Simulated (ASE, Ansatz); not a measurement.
# Localised basis functions on random hcp (Re, Os, Rh, Ir, Ru) solid solution (100 atoms)

Wanted: errors and times of a linear-scaling basis for random hcp (Re, Os, Rh, Ir, Ru) solid solution (100 atoms). A setting counts as converged where the r.m.s. difference of forces stays under 1 % of the r.m.s. force.

Program: Ansatz 0.2.0. Level of theory: Kohn-Sham DFT, PBE, PAW (set soft_2), plane waves. Values are calculated unless marked as measured.

### 1. Starting point

The cell holds 100 atoms: 20 Rh, 20 Os, 20 Ru, 20 Ir and 20 Re. Its edges and angles: a = 13.630 Å, b = 13.630 Å, c = 8.724 Å, α = 90.0°, β = 90.0°, γ = 120.0°. It derives from Re and Ru, Ir, Rh and Os. Hcp lattice (a = 2.726 Å, c = 4.362 Å, the mean of the end members), 5 x 5 x 2 cells, metal sites filled at random with 20 Re, 20 Os, 20 Rh, 20 Ir, 20 Ru; not relaxed, displaced by a Gaussian of 0.02 Å.

What the set-up can't give: The host structure and its lattice constant were typed by rule, without a check against the phase diagram. Spin–orbit coupling is left out, which matters for the levels of the heavy elements.

### 2. Plane-wave single point

This run is the reference for what follows, at a cutoff of 420 eV.

Contents of input.yaml:

```yaml
crystal:
  lattice:
    - [13.63, 0.0, 0.0]
    - [-6.815, 11.80393, 0.0]
    - [0.0, 0.0, 8.724]
  atoms:
    - { symbol: Rh, position: [0.00225, 0.00061, 0.99938] }
    - { symbol: Os, position: [0.07097, 0.13692, 0.24886] }
    - { symbol: Ru, position: [0.00364, 0.00306, 0.49763] }
    - { symbol: Os, position: [0.06933, 0.13251, 0.75168] }
    - { symbol: Ir, position: [0.99856, 0.19799, 0.00133] }
    - { symbol: Ru, position: [0.06652, 0.33382, 0.25012] }
    - { symbol: Ru, position: [0.99978, 0.19996, 0.49808] }
    - { symbol: Ir, position: [0.06524, 0.33381, 0.74911] }
    - { symbol: Re, position: [0.99768, 0.39766, 0.99864] }
    - { symbol: Re, position: [0.06501, 0.53183, 0.24825] }
    - { symbol: Os, position: [0.99763, 0.39649, 0.49921] }
    - { symbol: Os, position: [0.06658, 0.53493, 0.75154] }
    - { symbol: Rh, position: [0.00037, 0.59878, 0.99499] }
    - { symbol: Re, position: [0.06615, 0.73013, 0.25042] }
    - { symbol: Ru, position: [0.99871, 0.59981, 0.50361] }
    - { symbol: Rh, position: [0.06805, 0.73651, 0.75379] }
    - { symbol: Ir, position: [0.00117, 0.80037, 0.00166] }
    - { symbol: Re, position: [0.06674, 0.93241, 0.248] }
    - { symbol: Ru, position: [0.99955, 0.79806, 0.49978] }
    - { symbol: Re, position: [0.06402, 0.93137, 0.74853] }
    - { symbol: Rh, position: [0.19889, 0.99929, 0.00012] }
    - { symbol: Rh, position: [0.26525, 0.13111, 0.24376] }
    - { symbol: Os, position: [0.1992, 0.99778, 0.49747] }
    - { symbol: Os, position: [0.26759, 0.1325, 0.75292] }
    - { symbol: Ir, position: [0.20084, 0.19829, 0.00375] }
    - { symbol: Ir, position: [0.26337, 0.33182, 0.24719] }
    - { symbol: Ru, position: [0.20166, 0.19986, 0.50286] }
    - { symbol: Rh, position: [0.26654, 0.33284, 0.7476] }
    - { symbol: Rh, position: [0.19945, 0.40013, 0.99837] }
    - { symbol: Os, position: [0.26643, 0.53103, 0.25358] }
    - { symbol: Os, position: [0.19846, 0.39884, 0.49924] }
    - { symbol: Re, position: [0.26514, 0.53476, 0.74915] }
    - { symbol: Re, position: [0.20033, 0.59934, 0.00217] }
    - { symbol: Rh, position: [0.26663, 0.7341, 0.24895] }
    - { symbol: Rh, position: [0.19887, 0.60012, 0.49708] }
    - { symbol: Os, position: [0.26405, 0.73247, 0.74952] }
    - { symbol: Os, position: [0.20156, 0.80264, 0.00203] }
    - { symbol: Ir, position: [0.26692, 0.9357, 0.24607] }
    - { symbol: Rh, position: [0.20188, 0.80418, 0.50079] }
    - { symbol: Re, position: [0.2669, 0.93248, 0.74619] }
    - { symbol: Os, position: [0.40093, 0.00308, 0.99947] }
    - { symbol: Ru, position: [0.4642, 0.13155, 0.24681] }
    - { symbol: Ir, position: [0.4017, 0.0002, 0.49934] }
    - { symbol: Ru, position: [0.46529, 0.13259, 0.7487] }
    - { symbol: Ir, position: [0.39868, 0.20144, 0.00072] }
    - { symbol: Os, position: [0.4697, 0.33593, 0.24574] }
    - { symbol: Rh, position: [0.4005, 0.20093, 0.49888] }
    - { symbol: Os, position: [0.46727, 0.33451, 0.75127] }
    - { symbol: Ru, position: [0.39919, 0.39882, 0.99657] }
    - { symbol: Re, position: [0.46692, 0.53652, 0.25336] }
    - { symbol: Os, position: [0.40245, 0.4017, 0.50183] }
    - { symbol: Ir, position: [0.46631, 0.53181, 0.75055] }
    - { symbol: Rh, position: [0.39908, 0.60098, 0.99685] }
    - { symbol: Os, position: [0.4676, 0.73644, 0.24895] }
    - { symbol: Re, position: [0.40267, 0.59939, 0.50205] }
    - { symbol: Ru, position: [0.46738, 0.73458, 0.74874] }
    - { symbol: Ru, position: [0.39937, 0.80181, 0.00209] }
    - { symbol: Ir, position: [0.46514, 0.93166, 0.25442] }
    - { symbol: Ru, position: [0.40205, 0.80095, 0.49828] }
    - { symbol: Re, position: [0.46233, 0.93089, 0.74855] }
    - { symbol: Ir, position: [0.60017, 0.99807, 0.99978] }
    - { symbol: Ir, position: [0.66498, 0.1333, 0.24676] }
    - { symbol: Re, position: [0.59994, 2.0e-05, 0.4974] }
    - { symbol: Re, position: [0.66806, 0.13228, 0.75255] }
    - { symbol: Ru, position: [0.59752, 0.19718, 0.0031] }
    - { symbol: Rh, position: [0.66787, 0.33584, 0.24879] }
    - { symbol: Os, position: [0.59694, 0.19843, 0.49885] }
    - { symbol: Ru, position: [0.6654, 0.332, 0.74953] }
    - { symbol: Re, position: [0.59609, 0.39901, 0.99761] }
    - { symbol: Ru, position: [0.66751, 0.5348, 0.2478] }
    - { symbol: Re, position: [0.59925, 0.40089, 0.49984] }
    - { symbol: Ru, position: [0.66823, 0.53503, 0.75142] }
    - { symbol: Re, position: [0.6, 0.59938, 0.99491] }
    - { symbol: Ir, position: [0.66492, 0.73165, 0.24934] }
    - { symbol: Ru, position: [0.60155, 0.60069, 0.50401] }
    - { symbol: Ir, position: [0.66666, 0.73197, 0.74957] }
    - { symbol: Rh, position: [0.59978, 0.80431, 0.00215] }
    - { symbol: Rh, position: [0.66543, 0.93085, 0.25385] }
    [... 16 atom lines left out ...]
    - { symbol: Rh, position: [0.79945, 0.60024, 0.50216] }
    - { symbol: Rh, position: [0.86895, 0.7334, 0.7573] }
    - { symbol: Ir, position: [0.80046, 0.80085, 0.00214] }
    - { symbol: Re, position: [0.86976, 0.93477, 0.24858] }
    - { symbol: Ir, position: [0.79752, 0.80017, 0.49517] }
    - { symbol: Ir, position: [0.8664, 0.93145, 0.74689] }
kpoints:
  mp_grid: { grid: [2, 2, 2] }
hamiltonian:
  xc: pbe
scf:
  occupations: { method: fermi_dirac, width: 0.1 }
output:
  forces: true
  stress: true
  populations: true
  dos:
    method: { smearing: { sigma: 0.1 } }
    de: 0.1
    projected: { site_lists: { Ir: [Ir], Os: [Os], Re: [Re], Rh: [Rh], Ru: [Ru] } }
  eigenvalues: true
  write_density: true
  write_potential: true
  volumetric_format: npy
  elf: true
```

On the command line:

```sh
$ ansatz run input.yaml --threads 32 --pin off --max-ram 143360MiB --backend cuda --events-out ev --progress --plain --runs-dir out
```

Standard output:

```text
Engine: ansatz 0.2.0, aarch64-unknown-linux-gnu
Pseudopotentials: kind: paw
Pseudopotential: Rh, paw, valence charge 17, recommended cutoff 420 eV (normal), Rh.paw.azcp
Pseudopotential: Os, paw, valence charge 16, recommended cutoff 420 eV (normal), Os.paw.azcp
Pseudopotential: Ru, paw, valence charge 16, recommended cutoff 420 eV (normal), Ru.paw.azcp
Pseudopotential: Ir, paw, valence charge 17, recommended cutoff 420 eV (normal), Ir.paw.azcp
Pseudopotential: Re, paw, valence charge 15, recommended cutoff 420 eV (normal), Re.paw.azcp
[... 5 lines on functional and potentials left out ...]
device memory: the entry about to start is reckoned to put 52.1 GiB on a device that reports 182.5 GiB free
GPU FFT provider: cuFFT
GPU libraries: cuBLAS 13.8.1, cuFFT 12.4.0, cuSOLVER 12.3.2
GPU matrix products: emulated (plane waves: as basis.precision tells), large ones in fixed point in workspaces of 1.00 GiB
Crystal: 100 atoms, lattice volume = 1403.583 Å³
Basis set: ecut = 420 eV, 27341 PW (Γ), exchange–correlation on 192×192×120 points (8 copies of the dense FFT grid, shifted against one another)
Bands: 972, of which v1, the nominal top of the filled ones, is band 810 counted from 1 (809 counted from 0)
Symmetry: 1 space group operations
Space group: P1 (ITA 1), of the structure as read, at distance tolerance 1.1e-4 Å
k-points: 8
[... 11 lines on functional and potentials left out ...]
Initial density: superposition of atomic densities (neutral atoms: chi_scale 0, normalization atom), corrected by the library's trained network
Initial wavefunctions: pseudopotential atomic-orbital guess
GPU buffer pool allocated for 552960 grid points (all kernels)
GPU transforms: local potential and band sums: pruned to the plane-wave sphere, on 96×96×60
Functional: x = pbe(κ = 0.804, μ = 0.219515), c = pbe(β = 0.066725)
SCF iter   1: F=—  HF=-929397.628036 eV  |F-HF|=—  |Δ(HF+E_count)|=         —  Δρ=1.36e-2  dr2=5.77e0  ethr=1.77e-3  ⟨swp⟩=5.0  Hψ=24423  notcnv=0  defer=132
preconditioner: auto → Kerker (q_TF=auto, 2.794 Å⁻¹)  [metal: Δε(μ)=0.004 eV  Ē_g=5.645 eV  σ=0.100 eV  W_gap=0.01  n_scr=498 (ndim 8)  ℏωp=28.4 eV  f_vac=0.000  D(μ)=84.65/eV (n_scr^D=878)]
SCF iter   2: F=—  HF=-929397.516799 eV  |F-HF|=—  |Δ(HF+E_count)|=   1.11e-1  Δρ=7.16e-3  dr2=1.91e0  ethr=3.56e-4  ⟨swp⟩=1.0  Hψ=8944  notcnv=0  defer=180
SCF iter   3: F=—  HF=-929397.479551 eV  |F-HF|=—  |Δ(HF+E_count)|=   3.72e-2  Δρ=9.09e-4  dr2=6.03e-2  ethr=1.18e-4  ⟨swp⟩=1.0  Hψ=7555  notcnv=0  defer=180
SCF iter   4: F=—  HF=-929397.486328 eV  |F-HF|=—  |Δ(HF+E_count)|=   6.78e-3  Δρ=2.49e-4  dr2=6.32e-3  ethr=3.72e-6  ⟨swp⟩=1.0  Hψ=7555  notcnv=0  defer=180
SCF iter   5: F=—  HF=-929397.467513 eV  |F-HF|=—  |Δ(HF+E_count)|=   1.88e-2  Δρ=9.39e-5  dr2=3.48e-4  ethr=3.90e-7  ⟨swp⟩=1.0  Hψ=7555  notcnv=0  defer=180
SCF iter   6: F=—  HF=-929397.463281 eV  |F-HF|=—  |Δ(HF+E_count)|=   4.23e-3  Δρ=2.52e-5  dr2=2.66e-5  ethr=2.15e-8  ⟨swp⟩=2.6  Hψ=11369  notcnv=0  defer=180
SCF iter   7: F=—  HF=-929397.480477 eV  |F-HF|=—  |Δ(HF+E_count)|=   1.72e-2  Δρ=7.05e-6  dr2=2.50e-6  ethr=1.64e-9  ⟨swp⟩=1.0  Hψ=7710  notcnv=0  defer=180
SCF iter   8: F=—  HF=-929397.480477 eV  |F-HF|=—  |Δ(HF+E_count)|=   1.82e-7  Δρ=1.85e-6  dr2=1.64e-7  ethr=1.55e-10  ⟨swp⟩=1.1  Hψ=7598  notcnv=0  defer=180
SCF iter   9: F=-929397.480477 eV  HF=-929397.480477 eV  |F-HF|=1.57e-8  |Δ(HF+E_count)|=   1.43e-8  Δρ=6.74e-7  dr2=1.81e-8  ethr=6.17e-12  ⟨swp⟩=12.8  Hψ=52469  notcnv=0
SCF 1 converged in 9 iterations: F = -929397.480477 eV  dr2 = 1.81e-8
  greatest PAW one-centre occupation: 1.000 electrons in one spin orbital (limit 2), on the Ir atom at site 51 (counted from 0), in its partial waves of l = 0
SCF converged after 9 iterations
Free energy (F): -929397.480477 eV
Harris-Foulkes:  -929397.480477 eV  (|F-HF|=1.57e-8)
Internal energy: -929394.674879 eV  (E = F + TS)
E sigma→0 (E₀):  -929396.077678 eV
Entropy (-TS):   -2.805598 eV (-28.056 meV/atom)
Fermi energy:    24.503865 eV
--- Per-component energies (eV) ---
  E_band       = -7143.018841
  E_kinetic    = 56291.189305
  E_local      = -109774.056335  (includes V_loc(G=0)·N_el)
  E_nonlocal   = 16312.723561
  E_hartree    = 39856.964133
  E_xc         = -27045.127128
  E_vxc        = -28152.986645  (∫ρ·V_xc dr)
  E_paw        = -678825.952437  (= ΣΔE_a)
  E_vpaw       = -21533.833217  (= ΣTr[D̂ρ^β])
  E_aug_tail   = 0.012274  (compensation charges beyond the density's cutoff)
  E_ewald      = -226210.428252
  E_smearing   = -2.805598  (= −TS)
  E_closure    = 0.000000  (closes the sum)
  Σ components = -929397.480477   (vs F -929397.480477, Δ=0.00e0)
--- Forces (eV/Å), atoms counted from 1 ---
[... 100 lines of forces left out ...]
  max |Σ_I F_I| component: 1.41e-5 eV/Å
--- Stress (GPa, compression-positive) ---
        7.219588       0.213354      -0.212627
        0.213354       7.301218      -0.056485
       -0.212627      -0.056485       3.254989
  P = ⅓ Tr σ = 5.9253 GPa (59.253 kbar)
--- Band table (eV; the first three rows and the last of 8) ---
--- Löwdin populations: 100 sites ---
  site symbol       q [e]
[... 100 lines, one an atom, left out ...]
  spilling = 0.009276 (of n_electrons = 1620.000000)
```

Run time: 6 s. Hardware: 1 × NVIDIA GB200 with 32 threads of Arm Neoverse V2, shared host; peak memory 5.5 GiB.

Reading the cycles: dr2 is the Hartree energy of the density residual (eV), the measure of convergence; HF is the Harris–Foulkes estimate of the energy, which meets the free energy F at convergence.

That memory is the host's; the program planned up to 52.1 GiB on the GPU. Forces of this run were stored rounded, and per-atom blocks of the log weren't kept.

The run gave:

```
free energy                             : -929397.4805 eV
free energy per atom                    : -9293.9748 eV/atom
SCF cycles                              : 9
pressure                                : 5.925 GPa
r.m.s. force component                  : 0.4777 eV/Å
longest force                           : 1.686 eV/Å
Fermi energy                            : 24.5 eV
levels partly filled by over 2 per cent : 258
spilling of the projection              : 0.009276
```

The r.m.s. force component of 0.48 eV/Å sets the scale for the differences below.

### 3. Support functions low

The cell is solved in localised support functions. The level low gives here a grid of 60×60×48 points and a radius of 3.71 Å.

This step: Kohn-Sham DFT, PBE, PAW (set soft_2), localised support functions (low) (Ansatz 0.2.0).

input.yaml, the sections that differ from step 2:

```yaml
scf:
  occupations: { method: fermi_dirac, width: 0.1 }
  eigensolver: { kind: { support_functions: { accuracy: low } } }
  max_iter: 150
output:
  forces: true
  eigenvalues: true
# crystal, kpoints, hamiltonian: as in step 2
```

Standard output:

```text
Warning: scf.eigensolver.kind.support_functions: disabling space-group detection — the functions' gradient is summed over unrotated k-points, so no spatial operation reduces the k-mesh or symmetrises the density; time reversal is kept, so that k and −k are solved as one point where they differ and the mesh holds both, and exact exchange and, on two spinor components, a DFT+U term hold to it where the run has them: [...]
settings of this run that can trade accuracy for cost: scf.eigensolver.kind.support_functions; scf.eigensolver.kind.support_functions.accuracy: low [...]
[...]
GPU FFT provider: cuFFT
GPU libraries: cuBLAS 13.8.1, cuFFT 12.4.0, cuSOLVER 12.3.2
[...]
Crystal: 100 atoms, lattice volume = 1403.583 Å³
Basis set: ecut = 420 eV, 27341 PW (Γ), exchange–correlation on 192×192×128 points (8 copies of the dense FFT grid, shifted against one another)
Bands: 972, of which v1, the nominal top of the filled ones, is band 810 counted from 1 (809 counted from 0)
Symmetry: 1 space group operations
k-points: 8
[...]
GPU buffer pool allocated for 589824 grid points (all kernels)
Eigensolver: Support functions (low, 60×60×48 points, laid for a spacing of at most 0.228497 Å, radius 3.714818 Å, 4 species' potentials softened for the grid, 5 wholly corrected for its errors in the mean over positions, 5 with the egg-box correction, energy correction by stochastic trace)
[...]
SCF iter   1: F=—  HF=-929497.646350 eV  |F-HF|=—  |Δ(HF+E_count)|=         —  Δρ=2.14e-1  dr2=2.53e3  ethr=1.00e-1
[...]
SCF iter  14: F=—  HF=-929397.531028 eV  |F-HF|=—  |Δ(HF+E_count)|=   1.23e-2  Δρ=2.53e-5  dr2=8.01e-6  ethr=6.13e-11
SCF iter  15: F=-929397.542035 eV  HF=-929397.542036 eV  |F-HF|=9.49e-7  |Δ(HF+E_count)|=   1.10e-2  Δρ=1.03e-5  dr2=1.37e-6  ethr=6.13e-11
SCF 1 converged in 15 iterations: F = -929397.783127 eV  dr2 = 1.37e-6
[...]
SCF converged after 15 iterations
Stability not checked: this state was not tested for a lower state beside it, because the mixer in use, unlike msr1, does not test its closes by its own steps (another_mixer; see scf.mixing.algorithm and scf.lower_state_search)
Free energy (F): -929397.783127 eV
[...]
Internal energy: -929394.981116 eV  (E = F + TS)
E sigma→0 (E₀):  -929396.382121 eV
Entropy (-TS):   -2.802011 eV (-28.020 meV/atom)
Fermi energy:    24.504636 eV
[...]
Σ components = -929397.783127   (vs F -929397.783127, Δ=0.00e0)
--- Forces (eV/Å), atoms counted from 1 ---
[... 100 lines of forces left out ...]
  max |Σ_I F_I| component: 4.08e-2 eV/Å
--- Band table (eV; the first three rows and the last of 8) ---
```

Run time: 18 s. Hardware: 1 × NVIDIA GB200 with 32 threads; peak memory 1.8 GiB.

That memory is the host's; the program planned up to 5.9 GiB on the GPU.

The program notes that the band table was not solved further than the SCF left it and it switched symmetry off.

Keys that differ from the reference: support_functions.accuracy = "low" and scf.max_iter = 150.

Forces differ from the reference by 1.5 meV/Å r.m.s., 0.32 % of their size, within a tolerance of 1 %; the energy by -3.0 meV/atom. It took roughly 3.0 times the reference's time (one timing each, with unlike analyses asked), in 15 cycles against 9.

### 4. Support functions medium

The level medium is asked for. Here it resolves to the same grid and radius as in the run with support functions low, so the basis is not new.

This step: Kohn-Sham DFT, PBE, PAW (set soft_2), localised support functions (medium) (Ansatz 0.2.0).

input.yaml, the sections that differ from step 3:

```yaml
scf:
  occupations: { method: fermi_dirac, width: 0.1 }
  eigensolver: { kind: { support_functions: { accuracy: medium } } }
  max_iter: 150
# crystal, kpoints, hamiltonian, output: as in step 3
```

Standard output:

```text
[...]
GPU FFT provider: cuFFT
GPU libraries: cuBLAS 13.8.1, cuFFT 12.4.0, cuSOLVER 12.3.2
[...]
Crystal: 100 atoms, lattice volume = 1403.583 Å³
Basis set: ecut = 420 eV, 27341 PW (Γ), exchange–correlation on 192×192×128 points (8 copies of the dense FFT grid, shifted against one another)
Bands: 972, of which v1, the nominal top of the filled ones, is band 810 counted from 1 (809 counted from 0)
Symmetry: 1 space group operations
k-points: 8
[...]
GPU buffer pool allocated for 589824 grid points (all kernels)
Eigensolver: Support functions (medium, 60×60×48 points, laid for a spacing of at most 0.228497 Å, radius 3.714818 Å, 4 species' potentials softened for the grid, 5 wholly corrected for its errors in the mean over positions, 5 with the egg-box correction, energy correction by stochastic trace)
[...]
SCF iter   1: F=—  HF=-929497.646350 eV  |F-HF|=—  |Δ(HF+E_count)|=         —  Δρ=2.14e-1  dr2=2.53e3  ethr=1.00e-1
[...]
SCF iter  14: F=—  HF=-929397.531028 eV  |F-HF|=—  |Δ(HF+E_count)|=   1.23e-2  Δρ=2.53e-5  dr2=8.01e-6  ethr=6.13e-11
SCF iter  15: F=-929397.542035 eV  HF=-929397.542036 eV  |F-HF|=9.49e-7  |Δ(HF+E_count)|=   1.10e-2  Δρ=1.03e-5  dr2=1.37e-6  ethr=6.13e-11
SCF 1 converged in 15 iterations: F = -929397.783127 eV  dr2 = 1.37e-6
[...]
SCF converged after 15 iterations
[...]
Free energy (F): -929397.783127 eV
[...]
Internal energy: -929394.981116 eV  (E = F + TS)
E sigma→0 (E₀):  -929396.382121 eV
Entropy (-TS):   -2.802011 eV (-28.020 meV/atom)
Fermi energy:    24.504636 eV
[...]
Σ components = -929397.783127   (vs F -929397.783127, Δ=0.00e0)
--- Forces (eV/Å), atoms counted from 1 ---
[... 100 lines of forces left out ...]
  max |Σ_I F_I| component: 4.08e-2 eV/Å
--- Band table (eV; the first three rows and the last of 8) ---
```

It took 21 s on 1 × NVIDIA GB200 with 32 threads; peak memory 1.7 GiB; 46 s of CPU time.

That memory is the host's; the program planned up to 5.9 GiB on the GPU.

Keys that differ from the reference: support_functions.accuracy = "medium" and scf.max_iter = 150.

Forces differ from the reference by 1.5 meV/Å r.m.s., 0.32 % of their size, within a tolerance of 1 %; the energy by -3.0 meV/atom. It took roughly 3.5 times the reference's time (one timing each, with unlike analyses asked), in 15 cycles against 9.

(Continued in part 2 of 3.)

[Long decimals in the printed logs are rounded to 6 places.]

[Logs are printed without paths, hosts, clocks, repeated set-up lines and the standing remarks that a program may print on its own settings, such as how far it seeks lower states.]

[Hosts, paths, dates, database ids (printed as entryN), source tags and the programs' standing remarks are cut or masked in the printed files.]
